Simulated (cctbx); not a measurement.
**Ta4Fe4Ge7 across an absorption edge**

Space group I4/mmm (no. 139), a = 12.9160 Å, b = 12.9160 Å, c = 5.1060 Å, α = 90.00°, β = 90.00°, γ = 90.00°.

```csv
atom,mult.,x,y,z,Ueq (Å²)
Ta1,8,0,0.1931,1/2,0.0117
Ta2,8,0.3639,0.6361,1/2,0.0141
Ge1,4,0,0,0.2504,0.0143
Ge2,8,0,0.4042,1/2,0.0190
Ge3,8,0,0.2970,0,0.0148
Ge4,8,0.2101,0.7899,1/2,0.0151
Fe1,16,0.8518,0.3518,1/4,0.0198
```

This is a model crystal, built by substitution and not relaxed, with assumed displacement parameters.

Calculated with cctbx: free-atom f′ and f″ from the Sasaki tables, no fine structure; amplitudes in electrons.

| E (eV) | F 3 2 1 | F 4 2 0 | F 2 2 0 | F 0 2 0 |
| --- | --- | --- | --- | --- |
| 6512 | 245.8 | 88.6 | 165.4 | 18.7 |
| 6862 | 244.2 | 90.8 | 165.1 | 15.3 |
| 6992 | 243.5 | 93.3 | 165.5 | 12.0 |
| 7052 | 243.2 | 95.9 | 166.3 | 8.6 |
| 7082 | 243.1 | 98.3 | 167.0 | 5.6 |
| 7097 | 243.0 | 100.9 | 167.9 | 2.2 |
| 7104 | 242.9 | 103.3 | 168.7 | 0.9 |
| 7108 | 242.9 | 105.9 | 169.6 | 4.0 |
| 7116 | 242.9 | 106.3 | 169.1 | 16.3 |
| 7120 | 242.9 | 103.2 | 168.0 | 15.5 |
| 7127 | 242.8 | 100.5 | 167.0 | 15.5 |
| 7142 | 242.7 | 97.5 | 166.0 | 16.4 |
| 7172 | 242.6 | 94.6 | 164.8 | 17.8 |
| 7262 | 242.1 | 90.4 | 163.1 | 20.7 |
| 7512 | 240.7 | 85.7 | 160.6 | 24.1 |

**Question.** Which edge is crossed, and why do the reflections move as they do?

The K edge of Fe. The edge is at 7112 eV. f′ of Fe falls from -3.8 e at 6992 eV to -7.3 e at 4 eV below it, and f″ steps from 0.47 to 3.94 e across it. Over that approach |F| changes by -0 % (3 2 1), +14 % (4 2 0), +2 % (2 2 0) and -67 % (0 2 0): a reflection falls where Fe scatters in phase with the total and rises where it scatters against it; it hardly moves where the Fe term is small or cancels by symmetry. Above the edge the larger f″ enters the imaginary part, where it can add to or cancel the other atoms' f″. The structure is centrosymmetric, so Friedel mates stay equal.

[Logs are printed without paths, hosts, clocks, repeated set-up lines and the standing remarks that a program may print on its own settings, such as how far it seeks lower states.]
